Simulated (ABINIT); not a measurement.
Planning a run of ABINIT 10.8.3 on H4C (I-43m). The input:

```
acell 3*1.0 Angstrom
rprim 
  -2.478924680900 2.478924680900 2.478924680900
  2.478924680900 -2.478924680900 2.478924680900
  2.478924680900 2.478924680900 -2.478924680900
ntypat 2
znucl 1 6
natom 5
typat 1 1 1 1 2
xred 
  0.000000000000 0.000000000000 0.746312870000
  0.746312870000 0.000000000000 0.000000000000
  0.000000000000 0.746312870000 0.000000000000
  0.253687130000 0.253687130000 0.253687130000
  0.000000000000 0.000000000000 0.000000000000
pp_dirpath "pseudos"
pseudos "H.upf, C.upf"
ecut 37
ngkpt 4 4 4
nshiftk 1
shiftk 0 0 0
kptopt 1
chksymbreak 0
istwfk *1
occopt 1
irdwfk 1
optdriver 4
nband 29
gwcalctyp 28
ecutsigx 37
symsigma 0
nkptgw 8
kptgw 
  0.0000000000 0.0000000000 0.0000000000
  0.2500000000 0.0000000000 0.0000000000
  0.5000000000 0.0000000000 0.0000000000
  0.2500000000 0.2500000000 0.0000000000
  0.2500000000 0.2500000000 0.2500000000
  -0.2500000000 0.2500000000 0.2500000000
  0.5000000000 0.5000000000 0.2500000000
  0.5000000000 0.5000000000 0.5000000000
bdgw 
  1 13
  1 13
  1 13
  1 13
  1 13
  1 13
  1 13
  1 13
ecuteps 3.2
irdscr 1
ppmodel 1
irdqps 1
indata_prefix "in"
outdata_prefix "out"
tmpdata_prefix "tmp"
```

```sh
OMP_NUM_THREADS=1 mpirun -n 4 abinit run.abi > log
```

Question: How long will it take on 4 MPI ranks of Arm Neoverse V1, shared host, and how much memory?

It took 30 s; on shared hardware allow 15 s to 60 s. Peak host memory was 1.1 GiB.

[Paths, hosts, dates, memory and timing lines, banners, echoed tables and standing remarks are left out of the program output.]

[Logs are printed without paths, hosts, clocks, repeated set-up lines and the standing remarks that a program may print on its own settings, such as how far it seeks lower states.]

[Runs of the session that timed out or met a known fault of the program may be left out.]

[No measured gap is set beside runs whose start may be inverted or whose files or cutoffs have a known fault.]

[Hosts, paths, dates, database ids (printed as entryN), source tags and the programs' standing remarks are cut or masked in the printed files.]

[G0W0 gaps are taken among the corrected bands and points alone; a level outside them can change the order at an edge.]

[Where Ansatz stands beside ABINIT at settings called matched, ABINIT's density can come from a denser mesh and the files from another edition; pairs whose starting gaps differed by over 0.03 eV were left out, so agreement reads better than it is.]
